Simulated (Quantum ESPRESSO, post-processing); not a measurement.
# WSi2N4, 1 layer: a series in biaxial strain, part 2 of 2

What law, if any, do the results for WSi2N4, 1 layer follow against biaxial strain?

Quantum ESPRESSO 7.5; plane-wave DFT, PBE, GBRV ultrasoft pseudopotentials.

So far. Step 9 (Relaxation with pw.x, 3 %): The relaxation lowers the energy by 4 meV an atom.

**10. SCF with pw.x, 3 %**

The input, m7.scf.in:

```
&control
  prefix = 'm7.scf'
  outdir = './out'
  pseudo_dir = './pseudo'
  calculation = 'scf'
  tprnfor = .true.
/
&system
  ibrav = 0
  nat = 7
  ntyp = 3
  ecutwfc = 40
  ecutrho = 200
  occupations = 'smearing'
  smearing = 'fd'
  degauss = 0.002
  nbnd = 25
/
&electrons
  conv_thr = 1e-09
  mixing_beta = 0.4
  electron_maxstep = 120
  mixing_mode = 'plain'
/
ATOMIC_SPECIES
  N   14.0070  n_pbe_v1.2.uspp.F.UPF
  Si  28.0850  si_pbe_v1.uspp.F.UPF
  W   183.8400  w_pbe_v1.2.uspp.F.UPF
CELL_PARAMETERS angstrom
  2.99286521964000 0.00000000000000 0.00000000000000
  -1.49643260982000 2.59189731068000 0.00000000000000
  0.00000000000000 0.00000000000000 22.10102208300000
ATOMIC_POSITIONS crystal
  N   0.000000000000 0.000000000000 0.341692096600
  Si  0.333333333300 0.666666666700 0.363805682600
  N   0.333333333300 0.666666666700 0.443677269700
  W   0.000000000000 0.000000000000 0.500000000000
  N   0.333333333300 0.666666666700 0.556322730300
  Si  0.333333333300 0.666666666700 0.636194317400
  N   0.000000000000 0.000000000000 0.658307903400
K_POINTS automatic
  12 12 1 0 0 0
```

Command:

```
> OMP_NUM_THREADS=1 mpirun -n 4 pw.x -nk 4 -in m7.scf.in > m7.scf.out
```

Wall time 18 s (4 MPI ranks of Intel Xeon Platinum 8375C at 2.90GHz (Ice Lake), shared host); peak memory 0.68 GiB.

This step gave:

```
free energy                          : -3528.5498 eV
Fermi energy                         : 3.523 eV
valence top, on the run's zero       : 2.415 eV
conduction bottom, on the run's zero : 4.215 eV
gap by band count                    : 1.801 eV
```

**11. Relaxing the ions, 4 %**

The input, m8.relax.in:

```
&control
  prefix = 'm8.relax'
  outdir = './out'
  pseudo_dir = './pseudo'
  nstep = 40
  forc_conv_thr = 0.0003
  calculation = 'relax'
  tstress = .true.
/
&system
  ibrav = 0
  nat = 7
  ntyp = 3
  ecutwfc = 50
  ecutrho = 250
  occupations = 'smearing'
  smearing = 'fd'
  degauss = 0.002
/
&electrons
  conv_thr = 1e-09
  mixing_beta = 0.4
  electron_maxstep = 120
  mixing_mode = 'plain'
/
&ions
/
ATOMIC_SPECIES
  N   14.0070  n_pbe_v1.2.uspp.F.UPF
  Si  28.0850  si_pbe_v1.uspp.F.UPF
  W   183.8400  w_pbe_v1.2.uspp.F.UPF
CELL_PARAMETERS angstrom
  3.02192216352000 0.00000000000000 0.00000000000000
  -1.51096108176000 2.61706136224000 0.00000000000000
  0.00000000000000 0.00000000000000 22.10102208300000
ATOMIC_POSITIONS crystal
  N   0.000000000000 0.000000000000 0.339498739000
  Si  0.333333333300 0.666666666700 0.362981816700
  N   0.333333333300 0.666666666700 0.442585811300
  W   0.000000000000 0.000000000000 0.500000000000
  N   0.333333333300 0.666666666700 0.557414188700
  Si  0.333333333300 0.666666666700 0.637018183300
  N   0.000000000000 0.000000000000 0.660501261000
K_POINTS automatic
  12 12 1 0 0 0
```

Command:

```
> OMP_NUM_THREADS=1 mpirun -n 4 pw.x -nk 4 -in m8.relax.in > m8.relax.out
```

Elapsed: 2.8 min, on 4 MPI ranks; peak memory 0.97 GiB; 11 min of CPU time.

The steps of the relaxation:

```tsv
step	energy less that of the first step (eV)	largest force (eV/Å)
1	0.0000	0.8469
2	-0.0253	0.3065
3	-0.0304	0.2241
4	-0.0345	0.1926
5	-0.0396	0.1445
6	-0.0449	0.0749
7	-0.0476	0.0359
8	-0.0476	0.0160
9	-0.0476	0.0009
```

The atoms that moved most (Å):

```tsv
atom	dx	dy	dz	length
N7	0.000	0.000	-0.063	0.063
N1	0.000	0.000	0.063	0.063
N5	0.000	0.000	-0.032	0.032
N3	0.000	0.000	0.032	0.032
Si6	0.000	0.000	-0.024	0.024
Si2	0.000	0.000	0.024	0.024
```

Final coordinates:

```cif
data_structure
_symmetry_space_group_name_H-M 'P 1'
_symmetry_Int_Tables_number 1
_cell_length_a 3.0219
_cell_length_b 3.0219
_cell_length_c 22.1010
_cell_angle_alpha 90.000
_cell_angle_beta 90.000
_cell_angle_gamma 120.000
_cell_volume 174.79
loop_
_atom_site_label
_atom_site_type_symbol
_atom_site_fract_x
_atom_site_fract_y
_atom_site_fract_z
_atom_site_occupancy
N1 N 0.00000 0.00000 0.34235 1
Si2 Si 0.33333 0.66667 0.36406 1
N3 N 0.33333 0.66667 0.44402 1
W4 W 0.00000 0.00000 0.50000 1
N5 N 0.33333 0.66667 0.55598 1
Si6 Si 0.33333 0.66667 0.63594 1
N7 N 0.00000 0.00000 0.65765 1
```

The relaxation lowers the energy by 7 meV an atom.

Read from the output:

```
free energy  : -3528.4273 eV
Fermi energy : 3.160 eV
```

**12. Ground state, 4 %**

The input, m8.scf.in:

```
&control
  prefix = 'm8.scf'
  outdir = './out'
  pseudo_dir = './pseudo'
  calculation = 'scf'
  tprnfor = .true.
/
&system
  ibrav = 0
  nat = 7
  ntyp = 3
  ecutwfc = 40
  ecutrho = 200
  occupations = 'smearing'
  smearing = 'fd'
  degauss = 0.002
  nbnd = 25
/
&electrons
  conv_thr = 1e-09
  mixing_beta = 0.4
  electron_maxstep = 120
  mixing_mode = 'plain'
/
ATOMIC_SPECIES
  N   14.0070  n_pbe_v1.2.uspp.F.UPF
  Si  28.0850  si_pbe_v1.uspp.F.UPF
  W   183.8400  w_pbe_v1.2.uspp.F.UPF
CELL_PARAMETERS angstrom
  3.02192216352000 0.00000000000000 0.00000000000000
  -1.51096108176000 2.61706136224000 0.00000000000000
  0.00000000000000 0.00000000000000 22.10102208300000
ATOMIC_POSITIONS crystal
  N   0.000000000000 0.000000000000 0.342345716100
  Si  0.333333333300 0.666666666700 0.364061352700
  N   0.333333333300 0.666666666700 0.444015699000
  W   0.000000000000 0.000000000000 0.500000000000
  N   0.333333333300 0.666666666700 0.555984301000
  Si  0.333333333300 0.666666666700 0.635938647300
  N   0.000000000000 0.000000000000 0.657654283900
K_POINTS automatic
  12 12 1 0 0 0
```

Command:

```
> OMP_NUM_THREADS=1 mpirun -n 4 pw.x -nk 4 -in m8.scf.in > m8.scf.out
```

The job ended after 18 s (4 MPI ranks; peak memory 0.75 GiB).

Read from the output:

| Property | Result |
| --- | --- |
| free energy | -3528.3485 eV |
| Fermi energy | 3.322 eV |
| valence top, on the run's zero | 2.319 eV |
| conduction bottom, on the run's zero | 3.956 eV |
| gap by band count | 1.636 eV |

**13. The series side by side**

The series in one table, energies over the lowest:

```tsv
biaxial strain	energy (eV)	gap along the path (eV)	upper vacuum level over the valence top of the mesh (eV)	lower vacuum level over that top (eV)
-4 %	0.5806	2.852	5.883	5.883
-3 %	0.3218	2.825	5.794	5.794
-2 %	0.1417	2.672	5.614	5.614
-1 %	0.0359	2.527	5.459	5.459
0 %	0.0000	2.394	5.33	5.33
1 %	0.0296	2.196	5.228	5.228
2 %	0.1205	1.987	5.149	5.149
3 %	0.2686	1.801	5.095	5.095
4 %	0.4700	1.636	5.062	5.062
```

**14. Worked from the printed numbers**

A parabola through the energies within ±2 % has E = 327.81 eV × ε² -0.486 eV × ε; for the curvature, over A = 7.312 Å² this is 327.81 × 1/7.312 × 16.02 = 718 N/m.

**15. Outcome**

```yaml
c11_c12: 718 N/m
gap_along_the_path_at_minus_4_and_at_4: 2.85, 1.64 eV
upper_vacuum_level_over_the_valence_top_of_the_mesh_at_minus_4_and_at_4: 5.88, 5.06 eV
lower_vacuum_level_over_that_top_at_minus_4_and_at_4: 5.88, 5.06 eV
```

What this shows: The series holds 9 members; C11 + C12: 718 N/m (PBE, GBRV ultrasoft). The energy is lowest near zero strain. From -4 % to 4 % the gap along the path falls from 2.85 to 1.64 eV. From -4 % to 4 % the upper vacuum level over the valence top of the mesh falls from 5.88 to 5.06 eV. From -4 % to 4 % the lower vacuum level over that top falls from 5.88 to 5.06 eV. Semilocal gaps are too small; the 1×1 cell can't ripple over many cells under compression as a free sheet would. No spin-orbit coupling.

[Logs are printed without paths, hosts, clocks, repeated set-up lines and the standing remarks that a program may print on its own settings, such as how far it seeks lower states.]

[Hosts, paths, dates, database ids (printed as entryN), source tags and the programs' standing remarks are cut or masked in the printed files.]

[Maps of the electrostatic potential energy from Ansatz leave out the sawtooth potential of an applied field or a dipole correction, so their vacuum need not be flat; planar profiles and work functions include it.]
